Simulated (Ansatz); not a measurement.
Planning a run of Ansatz 0.2.0 on Cs2PbI2Cl2 (I4/mmm). The input:

```yaml
crystal:
  lattice:
    - [-2.8838975, 2.8838975, 9.7428095]
    - [2.8838975, -2.8838975, 9.7428095]
    - [2.8838975, 2.8838975, -9.7428095]
  atoms:
    - { symbol: Cs, position: [0.368645, 0.368645, 0.0] }
    - { symbol: Cs, position: [0.631355, 0.631355, 0.0] }
    - { symbol: Pb, position: [0.0, 0.0, 0.0] }
    - { symbol: I, position: [0.166328, 0.166328, 0.0] }
    - { symbol: I, position: [0.833672, 0.833672, 0.0] }
    - { symbol: Cl, position: [0.5, 0.0, 0.5] }
    - { symbol: Cl, position: [0.0, 0.5, 0.5] }
kpoints:
  mp_grid: { grid: [4, 4, 4] }
hamiltonian:
  xc: pbe
  pseudopotentials: { kind: paw, azcp: { folder: soft_1 } }
scf:
  occupations: { method: fixed }
gw:
  n_empty_bands: 507
  ecut_chi: 78
  qp_bands: [v2, c2]
  qp_kpoints: band_edges
  screening: { model: contour_deformation }
```

```sh
ansatz run input.yaml --threads 2 --pin off --max-ram 92160MiB --backend cuda --events-out ev --progress --plain --runs-dir out --devices 1 --max-vram 13GiB
```

Q: How long will it take on 1 × NVIDIA H100 80GB HBM3 (shared by 6 runs) with 2 threads of AMD EPYC 7R13 (Zen 3), shared host, and how much memory?

It took 77 s; on shared hardware allow 38 s to 2.6 min. Peak host memory was 2.6 GiB. The sizes that set the cost: 6401 plane waves a state, 13 irreducible k points, 547 bands summed, 503 plane waves in the screening and 9 SCF cycles.

The screening grows as filled bands × empty bands × pairs of k points, times the square of the screening basis for the matrix.

[Paths, hosts, dates, memory and timing lines, banners, echoed tables and standing remarks are left out of the program output.]

[Logs are printed without paths, hosts, clocks, repeated set-up lines and the standing remarks that a program may print on its own settings, such as how far it seeks lower states.]

[Runs of the session that timed out or met a known fault of the program may be left out.]

[Cells called generated may have been cut or substituted from an entry of the Crystallography Open Database or the Materials Project.]

[Hosts, paths, dates, database ids (printed as entryN), source tags and the programs' standing remarks are cut or masked in the printed files.]
